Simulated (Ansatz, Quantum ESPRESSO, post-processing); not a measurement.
# Si chain with one bond drawn out by 2.0 Å: ballistic transmission, part 4 of 4

Wanted: the transmission near the Fermi level and the conductance of this junction: Si chain with one bond drawn out by 2.0 Å.

Quantum ESPRESSO 7.5; plane-wave DFT, PBE, GBRV ultrasoft pseudopotentials; cross-check by Ansatz 0.2.0 with PAW datasets.

So far. Step 2 (SCF with pw.x): The run needed 22 iterations to bring the estimated error under 1e-07 Ry; the largest force on any atom, held or free, is 0.74 eV/Å. Step 3 (The open system): At no point does T exceed the number of channels. That doesn't clear the run: at some energies its lead has fewer channels than the second code's.

### 5. The same in Ansatz

A second code with its own PAW datasets, on the same atoms.

Level of this step: plane-wave DFT, PBE, Ansatz PAW (Ansatz 0.2.0).

input.yaml reads:

```yaml
crystal:
  lattice:
    - [7.5, 0.0, 0.0]
    - [0.0, 7.5, 0.0]
    - [0.0, 0.0, 24.0]
  atoms:
    - { symbol: Si, position: [0.5, 0.5, 0.0] }
    - { symbol: Si, position: [0.5, 0.5, 0.0916666667] }
    - { symbol: Si, position: [0.5, 0.5, 0.1833333333] }
    - { symbol: Si, position: [0.5, 0.5, 0.275] }
    - { symbol: Si, position: [0.5, 0.5, 0.3666666667] }
    - { symbol: Si, position: [0.5, 0.5, 0.5416666667] }
    - { symbol: Si, position: [0.5, 0.5, 0.6333333333] }
    - { symbol: Si, position: [0.5, 0.5, 0.725] }
    - { symbol: Si, position: [0.5, 0.5, 0.8166666667] }
    - { symbol: Si, position: [0.5, 0.5, 0.9083333333] }
kpoints:
  mp_grid: { grid: [1, 1, 4] }
hamiltonian:
  xc: pbe
scf:
  occupations: { method: fermi_dirac, width: 0.1 }
  convergence: { dr2_threshold: 1.0e-08 }
output:
  transmission:
    leads: [[0, 1]]
    e_range: [-2.0, 2.0]
    de: 0.05
    kmesh: [1, 1]
    reduced_basis: true
  write_potential: true
  write_density: true
  volumetric_format: npy
```

Run with:

```
> ansatz run input.yaml --threads 2 --pin off --max-ram 4096MiB --backend cpu --events-out ev --progress --plain --runs-dir out
```

Numbers of over 12 decimals in the logs are rounded to 6 here.

What it wrote:

```text
Engine: ansatz 0.2.0, aarch64-unknown-linux-gnu
Pseudopotentials: kind: paw
Pseudopotential: Si, paw, valence charge 4, recommended cutoff 420 eV (normal), Si.paw.azcp
Functional definition: PBE
  parameter kappa = 0.804
  parameter beta = 0.066725
  exchange = pbe_x(kappa = kappa, mu = beta*pi^2/3)
  correlation = pbe_c(beta = beta)
Crystal: 10 atoms, lattice volume = 1350.000 Å³
Basis set: ecut = 420 eV, 26433 PW (Γ)
Bands: 30, of which v1, the nominal top of the filled ones, is band 20 counted from 1 (19 counted from 0)
Symmetry: 16 space group operations
Space group: P4/mmm (ITA 123), of the structure as read, at distance tolerance 1.1e-4 Å
k-points: 3 of 4
Non-local potential: Si, projectors of the file, l = 0: 2, l = 1: 2, l = 2: 2
PAW form: soft (Blöchl's): semilocal exchange-correlation on the pseudo side does not see the compensation charge
PAW one-centre angular grid: Si, 110 points (default); XC on 64 Gauss nodes
Initial density: superposition of atomic densities (neutral atoms: chi_scale 0, normalization atom), corrected by the library's trained network
Initial wavefunctions: pseudopotential atomic-orbital guess
Functional: x = pbe(κ = 0.804, μ = 0.219515), c = pbe(β = 0.066725)
SCF iter   1: F=—  HF=-6337.352440 eV  |F-HF|=—  |Δ(HF+E_count)|=         —  Δρ=4.96e-3  dr2=2.61e0  ethr=1.77e-3  ⟨swp⟩=7.7  Hψ=536  notcnv=0
preconditioner: auto → LDOS  [metal: Δε(μ)=0.209 eV  Ē_g=5.338 eV  σ=0.100 eV  W_gap=0.45  n_scr=74 (ndim 8)  ℏωp=6.4 eV  f_vac=0.575  D(μ)=9.19/eV (n_scr^D=28)  β→1.0]
SCF iter   2: F=—  HF=-6337.268733 eV  |F-HF|=—  |Δ(HF+E_count)|=   8.37e-2  Δρ=2.70e-3  dr2=3.58e-1  ethr=1.77e-3  ⟨swp⟩=3.0  Hψ=225  notcnv=0
SCF iter   3: F=—  HF=-6337.231329 eV  |F-HF|=—  |Δ(HF+E_count)|=   3.74e-2  Δρ=1.73e-3  dr2=3.86e-1  ethr=8.96e-4  ⟨swp⟩=3.0  Hψ=186  notcnv=0
SCF iter   4: F=—  HF=-6337.212381 eV  |F-HF|=—  |Δ(HF+E_count)|=   1.89e-2  Δρ=7.19e-4  dr2=4.85e-2  ethr=8.96e-4  ⟨swp⟩=1.0  Hψ=114  notcnv=0
SCF iter   5: F=—  HF=-6337.209483 eV  |F-HF|=—  |Δ(HF+E_count)|=   2.90e-3  Δρ=1.70e-4  dr2=1.26e-3  ethr=1.21e-4  ⟨swp⟩=1.0  Hψ=90  notcnv=0
SCF iter   6: F=—  HF=-6337.209578 eV  |F-HF|=—  |Δ(HF+E_count)|=   9.46e-5  Δρ=6.91e-5  dr2=3.11e-4  ethr=3.15e-6  ⟨swp⟩=2.7  Hψ=168  notcnv=0
SCF iter   7: F=—  HF=-6337.209543 eV  |F-HF|=—  |Δ(HF+E_count)|=   3.46e-5  Δρ=1.98e-5  dr2=1.79e-5  ethr=7.76e-7  ⟨swp⟩=2.0  Hψ=140  notcnv=0
SCF iter   8: F=—  HF=-6337.209553 eV  |F-HF|=—  |Δ(HF+E_count)|=   1.01e-5  Δρ=9.79e-6  dr2=5.73e-6  ethr=4.49e-8  ⟨swp⟩=2.7  Hψ=154  notcnv=0
SCF iter   9: F=—  HF=-6337.209464 eV  |F-HF|=—  |Δ(HF+E_count)|=   8.92e-5  Δρ=3.15e-6  dr2=3.55e-7  ethr=1.43e-8  ⟨swp⟩=2.0  Hψ=136  notcnv=0
SCF iter  10: F=—  HF=-6337.209464 eV  |F-HF|=—  |Δ(HF+E_count)|=   2.61e-8  Δρ=6.50e-7  dr2=1.65e-8  ethr=8.88e-10  ⟨swp⟩=2.3  Hψ=163  notcnv=0
SCF iter  11: F=-6337.209464 eV  HF=-6337.209464 eV  |F-HF|=8.91e-11  |Δ(HF+E_count)|=   2.18e-9  Δρ=1.46e-7  dr2=5.58e-10  ethr=2.50e-11  ⟨swp⟩=5.3  Hψ=267  notcnv=0
SCF 1 converged in 11 iterations: F = -6337.209464 eV  dr2 = 5.58e-10
  greatest PAW one-centre occupation: 0.738 electrons in one spin orbital (limit 2), on the Si atom at site 5 (counted from 0), in its partial waves of l = 0
transmission: 30 of 180 steps passed
transmission: 60 of 180 steps passed
[...]
transmission: 180 of 180 steps passed
WARN: The output density's exchange-correlation potential varies sharply where the density is thin. Do not read a vacuum level from v_tot or v_xc, or from such a field of the output density. On a cell that repeats whose density bears no net charge and no dipole along the vacuum's axis use v_es (v_loc + v_h of the components); under efield.dipole_correction with no amplitude use v_es + v_field, which holds any externa [...]
SCF converged after 11 iterations
Free energy (F): -6337.209464 eV
Harris-Foulkes:  -6337.209464 eV  (|F-HF|=8.91e-11)
Internal energy: -6336.834910 eV  (E = F + TS)
E sigma→0 (E₀):  -6337.022187 eV
Entropy (-TS):   -0.374554 eV (-37.455 meV/atom)
Fermi energy:    -3.336869 eV
--- Per-component energies (eV) ---
  E_band       = -288.876615
  E_kinetic    = 368.344078
  E_local      = -1762.667415  (includes V_loc(G=0)·N_el)
  E_nonlocal   = 264.522894
  E_hartree    = 647.916438
  E_xc         = -528.968907
  E_vxc        = -434.946666  (∫ρ·V_xc dr)
  E_paw        = -5122.918913  (= ΣΔE_a)
  E_vpaw       = -19.962548  (= ΣTr[D̂ρ^β])
  E_aug_tail   = 0.000074  (compensation charges beyond the density's cutoff)
  E_ewald      = -203.063159
  E_smearing   = -0.374554  (= −TS)
  E_closure    = -0.000000  (closes the sum)
  Σ components = -6337.209464   (vs F -6337.209464, Δ=0.00e0)
--- Band table (eV) ---
  k-point 0: bands = [... 16 lower, -4.1149, -3.6514, -3.6514, -3.3403, -3.2191, -3.2191, -2.4898, -2.4898, ... 6 higher]
  k-point 1: bands = [... 16 lower, -4.1067, -3.6702, -3.6702, -3.4235, -3.1913, -3.1913, -2.5254, -2.5254, ... 6 higher]
  k-point 2: bands = [... 16 lower, -4.0983, -3.6881, -3.6881, -3.4998, -3.1633, -3.1633, -2.5605, -2.5605, ... 6 higher]
--- Transmission ---
  basis      : 497 plane waves across, 30 finite elements along
  points     : 1, standing for a mesh of 1 x 1
  energies   : 81 from -2.000000 to 2.000000 eV about the Fermi level, 0.050000 eV apart; the leads are filled to 0.000000 eV, and channels, transmission and decay are at 0.000000 eV
  crystal 0  : Si1, at the sites [0, 1], period 2.2000 Å, over 22.00 Å; its Hamiltonian steps by up to 41.4 meV: too much for a lead, lay more layers or, if its atoms are ordered, name the step of that order
    offset         : up to 0.0000 Å between an atom of the period and one for which it stands
    channels       : 3.000000e0 a spin
    conductance    : none, the energies end too early or step too widely for 300 K: set another output.transmission.e_range or a lower de, or, where they end at an eighth of basis.ecutwfc, a higher one
  junction   : crystal 0 to crystal 0, -0.40 to 21.40 Å
    transmission   : 9.284054e-2 a spin
    error estimate : 1.323275e-6 a spin from the reduction of the transverse basis, at the most 1.922161e-6 at 2.000000 eV
    conductance    : none, the energies end too early or step too widely for 300 K: set another output.transmission.e_range or a lower de, or, where they end at an eighth of basis.ecutwfc, a higher one
```

It took 44 s on 2 threads of Arm Neoverse V2, shared host; peak memory 1.1 GiB; 85 s of CPU time.

Read from the output:

| Property | Result |
| --- | --- |
| free energy | -6337.2095 eV |
| energy at zero smearing | -6337.0222 eV |
| smearing term TS | 0.3746 eV |
| Fermi energy | -3.337 eV |
| symmetry operations | 16 |
| transmission at the Fermi level, one spin | 0.09284 |
| step of the lead's Hamiltonian over a period | 41.4 meV |

Per spin. Transmission against energy, zero at the Fermi level:

| energy (eV) | transmission |
| --- | --- |
| -2.000 | 0 |
| -1.800 | 0 |
| -1.600 | 0 |
| -1.400 | 0 |
| -1.200 | 0.00193 |
| -1.000 | 0.00406 |
| -0.800 | 0.0171 |
| -0.600 | 0.0330 |
| -0.400 | 0.0552 |
| -0.200 | 0.0791 |
| 0.000 | 0.0928 |
| 0.200 | 0.0972 |
| 0.400 | 0.1000 |
| 0.600 | 0.105 |
| 0.800 | 0.112 |
| 1.000 | 0.122 |
| 1.200 | 0.133 |
| 1.400 | 0.146 |
| 1.600 | 0.161 |
| 1.800 | 0.178 |
| 2.000 | 0.196 |

Per spin. Table of open channels by energy, zero at the Fermi level:

| energy (eV) | open channels |
| --- | --- |
| -2.00 | 0 |
| -1.90 | 0 |
| -1.80 | 0 |
| -1.70 | 0 |
| -1.55 | 0 |
| -1.45 | 0 |
| -1.35 | 2 |
| -1.25 | 2 |
| -1.15 | 2 |
| -1.05 | 2 |
| -0.90 | 3 |
| -0.80 | 3 |
| -0.70 | 3 |
| -0.60 | 3 |
| -0.50 | 3 |
| -0.40 | 3 |
| -0.25 | 3 |
| -0.15 | 3 |
| -0.05 | 3 |
| 0.00 | 3 |
| 0.05 | 3 |
| 0.15 | 3 |
| 0.25 | 3 |
| 0.40 | 3 |
| 0.50 | 3 |
| 0.60 | 3 |
| 0.70 | 3 |
| 0.80 | 3 |
| 0.90 | 3 |
| 1.05 | 3 |
| 1.15 | 3 |
| 1.25 | 3 |
| 1.35 | 3 |
| 1.45 | 3 |
| 1.55 | 3 |
| 1.70 | 3 |
| 1.80 | 3 |
| 1.90 | 3 |
| 2.00 | 3 |

Ansatz finds T = 0.0928 against pwcond's 0.113.

### 6. All levels side by side

All levels:

| step | T at the Fermi level (per spin) | conductance (G0) | r.m.s. T(E) from the first | CPU time of the step (s) | peak memory (GiB) |
| --- | --- | --- | --- | --- | --- |
| Ansatz | 0.09284 | - | 0 | 85.32 | 1.135 |
| pwcond | 0.113 | 0.113 | 0.01009 | 404.9 | 0.56 |
| pwcond, changed setting | 0.113 | 0.113 | 0.01008 | 4885 | 0.83 |

Per spin. Transmission against energy, zero at the Fermi level:

| energy (eV) | Ansatz | pwcond | pwcond, changed setting |
| --- | --- | --- | --- |
| -2.00 | 0 | 0 | 0 |
| -1.90 | 0 | 0 | 0 |
| -1.70 | 0 | 0 | 0 |
| -1.60 | 0 | 0 | 0 |
| -1.40 | 0 | 0 | 0 |
| -1.30 | 5.8e-4 | 0.00165 | 0.00166 |
| -1.20 | 0.00193 | 0.00275 | 0.00275 |
| -1.00 | 0.00406 | 0.00467 | 0.00468 |
| -0.90 | 0.0103 | 0.0114 | 0.0114 |
| -0.80 | 0.0171 | 0.0192 | 0.0192 |
| -0.60 | 0.0330 | 0.0354 | 0.0354 |
| -0.50 | 0.0433 | 0.0445 | 0.0445 |
| -0.30 | 0.0677 | 0.0677 | 0.0678 |
| -0.20 | 0.0791 | 0.0827 | 0.0828 |
| -0.10 | 0.0876 | 0.0989 | 0.0989 |
| 0.00 | 0.0928 | 0.113 | 0.113 |
| 0.10 | 0.0957 | 0.121 | 0.121 |
| 0.20 | 0.0972 | 0.123 | 0.123 |
| 0.30 | 0.0985 | 0.112 | 0.112 |
| 0.50 | 0.102 | 0.107 | 0.107 |
| 0.60 | 0.105 | 0.112 | 0.112 |
| 0.80 | 0.112 | 0.116 | 0.116 |
| 0.90 | 0.117 | 0.120 | 0.120 |
| 1.00 | 0.122 | 0.124 | 0.124 |
| 1.20 | 0.133 | 0.135 | 0.135 |
| 1.30 | 0.140 | 0.141 | 0.141 |
| 1.40 | 0.146 | 0.149 | 0.149 |
| 1.60 | 0.161 | 0.165 | 0.165 |
| 1.70 | 0.169 | 0.173 | 0.173 |
| 1.90 | 0.187 | 0.191 | 0.191 |
| 2.00 | 0.196 | 0.201 | 0.201 |

### 7. By hand

G = 0.113 × 77.48 µS = 8.76 µS a cell, a resistance of 114 kΩ.

### 8. What came out

- conductance from T at the Fermi level, a cell (G₀ = 2e²/h): 0.113 G₀
- lead channels per spin: 3.00
- the same conductance by Ansatz: 0.0928 G₀

**Reading.** The junction conducts 0.113 G₀ a cell at the Fermi level (PBE, GBRV ultrasoft). At the Fermi level the junction passes 3.8 % of what the leads offer. At the Fermi level pwcond and Ansatz differ by 22 %; unlike potentials, short leads and band edges at slightly different energies can each add to that; the cause was not traced. Ansatz finds a step of 41 meV across the lead's period inside the junction cell: the lead is too short to be bulk-like, which bears on both codes. Over -2 to 2 eV, T lies between 0 and 0.20 per spin. pwcond's lead, cut out of the junction cell, has fewer channels than Ansatz's near 0.4 eV, so its T is in doubt there. The geometry is as built, not relaxed, and the leads are short.

[Logs are printed without paths, hosts, clocks, repeated set-up lines and the standing remarks that a program may print on its own settings, such as how far it seeks lower states.]

[Hosts, paths, dates, database ids (printed as entryN), source tags and the programs' standing remarks are cut or masked in the printed files.]

[Maps of the electrostatic potential energy from Ansatz leave out the sawtooth potential of an applied field or a dipole correction, so their vacuum need not be flat; planar profiles and work functions include it.]
